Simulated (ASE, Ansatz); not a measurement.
**Random rock-salt alloy of HfC and HfN (512 atoms): support functions against a reference**

Aim: test how closely localised support functions follow the reference on random rock-salt alloy of HfC and HfN (512 atoms), and at what cost. A setting counts as converged where the r.m.s. difference of forces stays under 1 % of the r.m.s. force.

Program: Ansatz 0.2.0. Level of theory: Kohn-Sham DFT, PBE, PAW (set soft_2), plane waves. Results are calculated unless marked as measured.

## (1) The structure

The cell holds 512 atoms: 256 Hf, 224 N and 32 C. Its edges and angles: a = 18.158 Å, b = 18.158 Å, c = 18.158 Å, α = 90.0°, β = 90.0°, γ = 90.0°. It derives from HfC (rock-salt) and HfN, repeated 4×4×4. Rock-salt HfC, 4 x 4 x 4 conventional cells, 224 of 256 C sites given to N at random (x = 0.875), lattice by Vegard's rule (a = 4.539 Å); not relaxed, displaced by a Gaussian of 0.02 Å.

Before any run, some limits are plain. The host structure and its lattice constant were typed by rule, without a check against the phase diagram. Sampling is at Γ alone, for a cell whose shortest periodic width is 18 Å. Spin–orbit coupling is left out, which matters for the levels of the heavy elements.

## (2) Plane-wave single point

This run is the reference for what follows, at a cutoff of 420 eV.

Contents of input.yaml:

```yaml
crystal:
  lattice:
    - [18.1576, 0.0, 0.0]
    - [0.0, 18.1576, 0.0]
    - [0.0, 0.0, 18.1576]
  atoms:
    - { symbol: Hf, position: [0.99961, 0.99974, 0.99988] }
    - { symbol: "N", position: [0.12428, 0.00152, 0.99909] }
    - { symbol: Hf, position: [0.99898, 0.1246, 0.1243] }
    - { symbol: "N", position: [0.12384, 0.12537, 0.12373] }
    - { symbol: Hf, position: [0.12486, 0.00059, 0.1239] }
    - { symbol: "N", position: [0.99984, 0.00028, 0.12749] }
    - { symbol: Hf, position: [0.1242, 0.12473, 0.00043] }
    - { symbol: "N", position: [4.0e-05, 0.12539, 0.00089] }
    - { symbol: Hf, position: [0.00073, 0.00116, 0.24939] }
    - { symbol: "N", position: [0.12631, 0.99984, 0.25048] }
    - { symbol: Hf, position: [7.0e-05, 0.12549, 0.37305] }
    - { symbol: "N", position: [0.12198, 0.12401, 0.37434] }
    - { symbol: Hf, position: [0.127, 0.00017, 0.37402] }
    - { symbol: "N", position: [0.00073, 0.0002, 0.37459] }
    - { symbol: Hf, position: [0.12558, 0.12416, 0.24961] }
    - { symbol: "N", position: [0.00072, 0.12453, 0.2493] }
    - { symbol: Hf, position: [0.99988, 0.99764, 0.50197] }
    - { symbol: "N", position: [0.12581, 0.00068, 0.50151] }
    - { symbol: Hf, position: [0.0005, 0.12489, 0.62387] }
    - { symbol: C, position: [0.12281, 0.12627, 0.62312] }
    - { symbol: Hf, position: [0.12503, 0.99811, 0.62429] }
    - { symbol: "N", position: [0.00159, 0.99845, 0.62479] }
    - { symbol: Hf, position: [0.12555, 0.12642, 0.50211] }
    - { symbol: "N", position: [0.99841, 0.12373, 0.5006] }
    - { symbol: Hf, position: [0.00057, 0.99971, 0.75154] }
    - { symbol: "N", position: [0.12526, 0.99992, 0.75057] }
    - { symbol: Hf, position: [0.99919, 0.12372, 0.87539] }
    - { symbol: "N", position: [0.12365, 0.1259, 0.8755] }
    - { symbol: Hf, position: [0.12343, 0.99934, 0.87673] }
    - { symbol: "N", position: [0.00095, 0.99966, 0.87438] }
    - { symbol: Hf, position: [0.12435, 0.12654, 0.75019] }
    - { symbol: "N", position: [0.9976, 0.12577, 0.75178] }
    [... 474 atom lines left out ...]
    - { symbol: Hf, position: [0.74942, 0.87446, 0.87388] }
    - { symbol: C, position: [0.87502, 0.87438, 0.87432] }
    - { symbol: Hf, position: [0.8745, 0.74995, 0.87265] }
    - { symbol: "N", position: [0.75059, 0.74957, 0.87691] }
    - { symbol: Hf, position: [0.87498, 0.87558, 0.7484] }
    - { symbol: "N", position: [0.74882, 0.87713, 0.74994] }
kpoints:
  mp_grid: { grid: [1, 1, 1] }
hamiltonian:
  xc: pbe
scf:
  occupations: { method: fermi_dirac, width: 0.025 }
output:
  forces: true
  stress: true
  populations: true
  dos:
    method: { smearing: { sigma: 0.15 } }
    de: 0.1
    projected: { site_lists: { C: [C], Hf: [Hf], "N": ["N"] } }
  eigenvalues: true
  write_density: true
  write_potential: true
  volumetric_format: npy
  elf: true
```

Started as:

```console
$ ansatz run input.yaml --threads 32 --pin off --max-ram 143360MiB --backend cuda --events-out ev --progress --plain --runs-dir out
```

Numbers of over 12 decimals in the logs are rounded to 6 here.

What it wrote:

```text
Engine: ansatz 0.2.0, aarch64-unknown-linux-gnu
Pseudopotentials: kind: paw
Pseudopotential: Hf, paw, valence charge 26, recommended cutoff 420 eV (normal), Hf.paw.azcp
Pseudopotential: N, paw, valence charge 5, recommended cutoff 420 eV (normal), N.paw.azcp
Pseudopotential: C, paw, valence charge 4, recommended cutoff 420 eV (normal), C.paw.azcp
[... 5 lines on functional and potentials left out ...]
device memory: the entry about to start is reckoned to put 53.5 GiB on a device that reports 182.5 GiB free
GPU FFT provider: cuFFT
GPU libraries: cuBLAS 13.8.1, cuFFT 12.4.0, cuSOLVER 12.3.2
GPU matrix products: emulated (plane waves: as basis.precision tells), large ones in fixed point in workspaces of 1.00 GiB
Crystal: 512 atoms, lattice volume = 5986.532 Å³
Basis set: ecut = 420 eV, 116921 PW (Γ), exchange–correlation on 250×250×250 points (8 copies of the dense FFT grid, shifted against one another)
Bands: 4743, of which v1, the nominal top of the filled ones, is band 3952 counted from 1 (3951 counted from 0)
Symmetry: 1 space group operations
Space group: P1 (ITA 1), of the structure as read, at distance tolerance 1.8e-4 Å
k-points: 1
[... 7 lines on functional and potentials left out ...]
Initial density: superposition of atomic densities (neutral atoms: chi_scale 0, normalization atom), corrected by the library's trained network
Initial wavefunctions: pseudopotential atomic-orbital guess
GPU buffer pool allocated for 1953125 grid points (all kernels)
GPU transforms: local potential and band sums: pruned to the plane-wave sphere, on 125×125×125
Functional: x = pbe(κ = 0.804, μ = 0.219515), c = pbe(β = 0.066725)
SCF iter   1: F=—  HF=-4119526.544087 eV  |F-HF|=—  |Δ(HF+E_count)|=         —  Δρ=6.83e-3  dr2=4.78e0  ethr=1.77e-3  ⟨swp⟩=4.0  Hψ=12911  notcnv=0  defer=476
preconditioner: auto → Kerker (q_TF=auto, 2.858 Å⁻¹)  [metal: Δε(μ)=0.011 eV  Ē_g=17.916 eV  σ=0.025 eV  W_gap=0.11  n_scr=2372 (ndim 8)  ℏωp=41.3 eV  f_vac=0.000  D(μ)=208.00/eV (n_scr^D=1574)]
SCF iter   2: F=—  HF=-4119525.658602 eV  |F-HF|=—  |Δ(HF+E_count)|=   8.85e-1  Δρ=2.11e-3  dr2=9.18e-1  ethr=6.05e-5  ⟨swp⟩=2.0  Hψ=8219  notcnv=0  defer=735
SCF iter   3: F=—  HF=-4119525.577739 eV  |F-HF|=—  |Δ(HF+E_count)|=   8.09e-2  Δρ=1.06e-3  dr2=2.81e-1  ethr=1.16e-5  ⟨swp⟩=2.0  Hψ=4925  notcnv=0  defer=735
SCF iter   4: F=—  HF=-4119525.585424 eV  |F-HF|=—  |Δ(HF+E_count)|=   7.69e-3  Δρ=4.51e-4  dr2=3.05e-2  ethr=3.56e-6  ⟨swp⟩=2.0  Hψ=7967  notcnv=0  defer=735
SCF iter   5: F=—  HF=-4119525.516806 eV  |F-HF|=—  |Δ(HF+E_count)|=   6.86e-2  Δρ=1.73e-4  dr2=8.07e-3  ethr=3.86e-7  ⟨swp⟩=2.0  Hψ=7964  notcnv=0  defer=735
SCF iter   6: F=—  HF=-4119525.515359 eV  |F-HF|=—  |Δ(HF+E_count)|=   1.45e-3  Δρ=9.73e-5  dr2=1.28e-3  ethr=1.02e-7  ⟨swp⟩=2.0  Hψ=7964  notcnv=0  defer=735
SCF iter   7: F=—  HF=-4119525.514946 eV  |F-HF|=—  |Δ(HF+E_count)|=   4.13e-4  Δρ=2.87e-5  dr2=1.24e-4  ethr=1.62e-8  ⟨swp⟩=2.0  Hψ=7965  notcnv=0  defer=735
SCF iter   8: F=—  HF=-4119525.541635 eV  |F-HF|=—  |Δ(HF+E_count)|=   2.67e-2  Δρ=1.42e-5  dr2=1.89e-5  ethr=1.57e-9  ⟨swp⟩=3.0  Hψ=9997  notcnv=0  defer=735
SCF iter   9: F=—  HF=-4119525.541197 eV  |F-HF|=—  |Δ(HF+E_count)|=   4.38e-4  Δρ=1.35e-5  dr2=9.07e-6  ethr=2.39e-10  ⟨swp⟩=4.0  Hψ=12047  notcnv=0  defer=735
SCF iter  10: F=—  HF=-4119525.541200 eV  |F-HF|=—  |Δ(HF+E_count)|=   2.50e-6  Δρ=5.38e-6  dr2=1.85e-6  ethr=1.15e-10  ⟨swp⟩=2.0  Hψ=7965  notcnv=0  defer=735
SCF iter  11: F=—  HF=-4119525.541200 eV  |F-HF|=—  |Δ(HF+E_count)|=   5.52e-7  Δρ=1.96e-6  dr2=5.46e-7  ethr=2.34e-11  ⟨swp⟩=2.0  Hψ=7965  notcnv=0  defer=735
SCF iter  12: F=—  HF=-4119525.541200 eV  |F-HF|=—  |Δ(HF+E_count)|=   1.99e-7  Δρ=8.83e-7  dr2=1.33e-7  ethr=6.91e-12  ⟨swp⟩=3.0  Hψ=7964  notcnv=0  defer=735
SCF iter  13: F=-4119525.541200 eV  HF=-4119525.541200 eV  |F-HF|=2.75e-8  |Δ(HF+E_count)|=   2.87e-7  Δρ=4.75e-7  dr2=3.42e-8  ethr=1.27e-12  ⟨swp⟩=26.0  Hψ=53199  notcnv=0
SCF 1 converged in 13 iterations: F = -4119525.541200 eV  dr2 = 3.42e-8
  greatest PAW one-centre occupation: 0.998 electrons in one spin orbital (limit 2), on the Hf atom at site 490 (counted from 0), in its partial waves of l = 0
SCF converged after 13 iterations
Free energy (F): -4119525.541200 eV
Harris-Foulkes:  -4119525.541200 eV  (|F-HF|=2.75e-8)
Internal energy: -4119525.106043 eV  (E = F + TS)
E sigma→0 (E₀):  -4119525.323622 eV
Entropy (-TS):   -0.435156 eV (-0.850 meV/atom)
Fermi energy:    23.096424 eV
--- Per-component energies (eV) ---
  E_band       = 43437.676215
  E_kinetic    = 141141.939498
  E_local      = -1220393.638054  (includes V_loc(G=0)·N_el)
  E_nonlocal   = -307385.076696
  E_hartree    = 578963.832599
  E_xc         = -92208.797849
  E_vxc        = -87752.405897  (∫ρ·V_xc dr)
  E_paw        = -1805127.210162  (= ΣΔE_a)
  E_vpaw       = 359899.160873  (= ΣTr[D̂ρ^β])
  E_aug_tail   = 0.021771  (compensation charges beyond the density's cutoff)
  E_ewald      = -1414516.177151
  E_smearing   = -0.435156  (= −TS)
  E_closure    = -0.000000  (closes the sum)
  Σ components = -4119525.541200   (vs F -4119525.541200, Δ=0.00e0)
--- Forces (eV/Å), atoms counted from 1 ---
[... 512 lines of forces left out ...]
  max |Σ_I F_I| component: 7.08e-5 eV/Å
--- Stress (GPa, compression-positive) ---
        4.196468      -0.010353      -0.007322
       -0.010353       4.158904      -0.029032
       -0.007322      -0.029032       4.318859
  P = ⅓ Tr σ = 4.2247 GPa (42.247 kbar)
--- Band table (eV) ---
[... left out ...]
--- Löwdin populations: 512 sites ---
  site symbol       q [e]
[... 512 lines, one an atom, left out ...]
  spilling = 0.001738 (of n_electrons = 7904.000000)
```

Wall time 22 s (1 × NVIDIA GB200 with 32 threads of Arm Neoverse V2, shared host); peak memory 7.2 GiB.

That memory is the host's; the program planned up to 53.5 GiB on the GPU. Forces of this run were stored rounded, and per-atom blocks of the log weren't kept.

The run gave:

| Property | Result |
| --- | --- |
| free energy | -4119525.5412 eV |
| free energy per atom | -8045.9483 eV/atom |
| SCF cycles | 13 |
| pressure | 4.225 GPa |
| r.m.s. force component | 0.3408 eV/Å |
| longest force | 1.48 eV/Å |
| Fermi energy | 23.1 eV |
| levels partly filled by over 2 per cent | 21 |
| spilling of the projection | 0.001738 |

The r.m.s. force component of 0.34 eV/Å sets the scale for the differences below.

## (3) Support functions low

The cell is solved in localised support functions. The level low gives here a grid of 90×90×90 points and a radius of 3.55 Å.

This step: Kohn-Sham DFT, PBE, PAW (set soft_2), localised support functions (low) (Ansatz 0.2.0).

input.yaml, the sections that differ from step 2:

```yaml
scf:
  occupations: { method: fermi_dirac, width: 0.025 }
  eigensolver: { kind: { support_functions: { accuracy: low } } }
  max_iter: 150
output:
  forces: true
  eigenvalues: true
# crystal, kpoints, hamiltonian: as in step 2
```

What it wrote:

```text
Warning: scf.eigensolver.kind.support_functions: disabling space-group detection — the functions' gradient is summed over unrotated k-points, so no spatial operation reduces the k-mesh or symmetrises the density; time reversal is kept, so that k and −k are solved as one point where they differ and the mesh holds both, and exact exchange and, on two spinor components, a DFT+U term hold to it where the run has them: [...]
settings of this run that can trade accuracy for cost: scf.eigensolver.kind.support_functions; scf.eigensolver.kind.support_functions.accuracy: low [...]
[...]
GPU FFT provider: cuFFT
GPU libraries: cuBLAS 13.8.1, cuFFT 12.4.0, cuSOLVER 12.3.2
[...]
Crystal: 512 atoms, lattice volume = 5986.532 Å³
Basis set: ecut = 420 eV, 116921 PW (Γ), exchange–correlation on 250×250×250 points (8 copies of the dense FFT grid, shifted against one another)
Bands: 4743, of which v1, the nominal top of the filled ones, is band 3952 counted from 1 (3951 counted from 0)
Symmetry: 1 space group operations
k-points: 1
[...]
GPU buffer pool allocated for 1953125 grid points (all kernels)
Eigensolver: Support functions (low, 90×90×90 points, laid for a spacing of at most 0.212739 Å, radius 3.548656 Å, 3 species' potentials softened for the grid, 3 wholly corrected for its errors in the mean over positions, 3 with the egg-box correction, energy correction by stochastic trace)
[...]
SCF iter   1: F=—  HF=-4119476.831895 eV  |F-HF|=—  |Δ(HF+E_count)|=         —  Δρ=7.95e-2  dr2=2.85e3  ethr=1.00e-1
[...]
SCF iter  16: F=-4119527.060077 eV  HF=-4119527.060088 eV  |F-HF|=1.08e-5  |Δ(HF+E_count)|=   1.57e-2  Δρ=4.49e-6  dr2=2.81e-6  ethr=5.04e-10
SCF 1 converged in 16 iterations: F = -4119527.440726 eV  dr2 = 2.81e-6
[...]
SCF converged after 16 iterations
Stability not checked: this state was not tested for a lower state beside it, because the mixer in use, unlike msr1, does not test its closes by its own steps (another_mixer; see scf.mixing.algorithm and scf.lower_state_search)
Free energy (F): -4119527.440726 eV
[...]
Internal energy: -4119527.007056 eV  (E = F + TS)
E sigma→0 (E₀):  -4119527.223891 eV
Entropy (-TS):   -0.433670 eV (-0.847 meV/atom)
Fermi energy:    23.096110 eV
[...]
--- Forces (eV/Å), atoms counted from 1 ---
[... 512 lines of forces left out ...]
  max |Σ_I F_I| component: 7.23e-3 eV/Å
--- Band table (eV) ---
[... left out ...]
```

Elapsed: 33 s, on 1 × NVIDIA GB200 with 32 threads; peak memory 2.5 GiB; 66 s of CPU time.

That memory is the host's; the program planned up to 21.6 GiB on the GPU.

The program notes that the band table was not solved further than the SCF left it and it switched symmetry off.

Keys that differ from the reference: support_functions.accuracy = "low" and scf.max_iter = 150.

Forces differ from the reference by 1.3 meV/Å r.m.s., 0.39 % of their size, within a tolerance of 1 %; the energy by -3.7 meV/atom. It took 33 s and 16 cycles; the reference's time can't be set against it, since the two runs asked for unlike analyses.

## (4) Support functions medium

The level medium is asked for. Here it resolves to the same grid and radius as in the run with support functions low, so the basis is not new.

This step: Kohn-Sham DFT, PBE, PAW (set soft_2), localised support functions (medium) (Ansatz 0.2.0).

input.yaml, the sections that differ from step 3:

```yaml
scf:
  occupations: { method: fermi_dirac, width: 0.025 }
  eigensolver: { kind: { support_functions: { accuracy: medium } } }
  max_iter: 150
# crystal, kpoints, hamiltonian, output: as in step 3
```

What it wrote:

```text
[...]
GPU FFT provider: cuFFT
GPU libraries: cuBLAS 13.8.1, cuFFT 12.4.0, cuSOLVER 12.3.2
[...]
Crystal: 512 atoms, lattice volume = 5986.532 Å³
Basis set: ecut = 420 eV, 116921 PW (Γ), exchange–correlation on 250×250×250 points (8 copies of the dense FFT grid, shifted against one another)
Bands: 4743, of which v1, the nominal top of the filled ones, is band 3952 counted from 1 (3951 counted from 0)
Symmetry: 1 space group operations
k-points: 1
[...]
GPU buffer pool allocated for 1953125 grid points (all kernels)
Eigensolver: Support functions (medium, 90×90×90 points, laid for a spacing of at most 0.212739 Å, radius 3.548656 Å, 3 species' potentials softened for the grid, 3 wholly corrected for its errors in the mean over positions, 3 with the egg-box correction, energy correction by stochastic trace)
[...]
SCF iter   1: F=—  HF=-4119476.831895 eV  |F-HF|=—  |Δ(HF+E_count)|=         —  Δρ=7.95e-2  dr2=2.85e3  ethr=1.00e-1
[...]
SCF iter  19: F=-4119527.097791 eV  HF=-4119527.097792 eV  |F-HF|=9.58e-7  |Δ(HF+E_count)|=   1.12e-2  Δρ=2.71e-6  dr2=4.76e-7  ethr=2.86e-11
SCF 1 converged in 19 iterations: F = -4119527.440037 eV  dr2 = 4.76e-7
[...]
SCF converged after 19 iterations
[...]
Free energy (F): -4119527.440037 eV
[...]
Internal energy: -4119527.006220 eV  (E = F + TS)
E sigma→0 (E₀):  -4119527.223128 eV
Entropy (-TS):   -0.433816 eV (-0.847 meV/atom)
Fermi energy:    23.096005 eV
[...]
--- Forces (eV/Å), atoms counted from 1 ---
[... 512 lines of forces left out ...]
  max |Σ_I F_I| component: 4.07e-3 eV/Å
--- Band table (eV) ---
[... left out ...]
```

Elapsed: 38 s, on 1 × NVIDIA GB200 with 32 threads; peak memory 2.5 GiB.

That memory is the host's; the program planned up to 21.6 GiB on the GPU.

Keys that differ from the reference: support_functions.accuracy = "medium" and scf.max_iter = 150.

Forces differ from the reference by 1.2 meV/Å r.m.s., 0.35 % of their size, within a tolerance of 1 %; the energy by -3.7 meV/atom. It took 38 s and 19 cycles; the reference's time can't be set against it, since the two runs asked for unlike analyses.

## (5) Support functions medium, radius 2.84 Å

The radius confines each support function; a larger one gives more freedom and more work per atom.

input.yaml, the sections that differ from step 4:

```yaml
scf:
  occupations: { method: fermi_dirac, width: 0.025 }
  eigensolver: { kind: { support_functions: { accuracy: medium, radius: 2.84 } } }
  max_iter: 150
# crystal, kpoints, hamiltonian, output: as in step 4
```

What it wrote:

```text
Warning: scf.eigensolver.kind.support_functions: disabling space-group detection — the functions' gradient is summed over unrotated k-points, so no spatial operation reduces the k-mesh or symmetrises the density; time reversal is kept, so that k and −k are solved as one point where they differ and the mesh holds both, and exact exchange and, on two spinor components, a DFT+U term hold to it where the run has them: [...]
settings of this run that can trade accuracy for cost: scf.eigensolver.kind.support_functions [...]
Engine: ansatz 0.2.0, aarch64-unknown-linux-gnu
Pseudopotentials: kind: paw
Pseudopotential: Hf, paw, valence charge 26, recommended cutoff 420 eV (normal), Hf.paw.azcp
Pseudopotential: N, paw, valence charge 5, recommended cutoff 420 eV (normal), N.paw.azcp
Pseudopotential: C, paw, valence charge 4, recommended cutoff 420 eV (normal), C.paw.azcp
[... 5 lines on functional and potentials left out ...]
device memory: the entry about to start is reckoned to put 1.5 GiB on a device that reports 182.5 GiB free
Error: SCF: the radius of support functions is under 3.38 Å, the least for these sites at the functions' level (scf.eigensolver.kind.support_functions.accuracy). Use scf.eigensolver.kind: auto, or type scf.eigensolver.kind.support_functions.radius at least as long, [...]
```

It took 1.3 s on 1 × NVIDIA GB200 with 32 threads; peak memory 0.97 GiB.

That memory is the host's; the program planned up to 1.5 GiB on the GPU.

The program refuses radii under 3.38 Å for these atoms at this level.

Runs without a result: support functions medium, radius 2.84 Å (error).

## (6) What each setting buys

Differences are against the plane-wave reference (Kohn-Sham DFT, PBE, PAW (set soft_2), plane waves), whose r.m.s. force component is 0.341 eV/Å. Energies are set beside the reference only for runs with its functional, potentials and electron count. Times are for 1 × NVIDIA GB200 with 32 threads of Arm Neoverse V2, shared host. The reference's time includes the DOS, ELF, the stress and grids, which some other runs skip.

```
                     run  Δ force, r.m.s. (meV/Å)  share of r.m.s. force (%)  Δ energy (meV/atom)  cycles  time  host memory (GiB)  planned on the GPU (GiB)
               reference                        -                          -                    -      13  22 s                7.2                        54
   support functions low                     1.33                      0.392                -3.71      16  33 s                2.5                        22
support functions medium                     1.18                      0.346                -3.71      19  38 s                2.5                        22
```

(Continued in part 2 of 2.)

[Logs are printed without paths, hosts, clocks, repeated set-up lines and the standing remarks that a program may print on its own settings, such as how far it seeks lower states.]

[Hosts, paths, dates, database ids (printed as entryN), source tags and the programs' standing remarks are cut or masked in the printed files.]
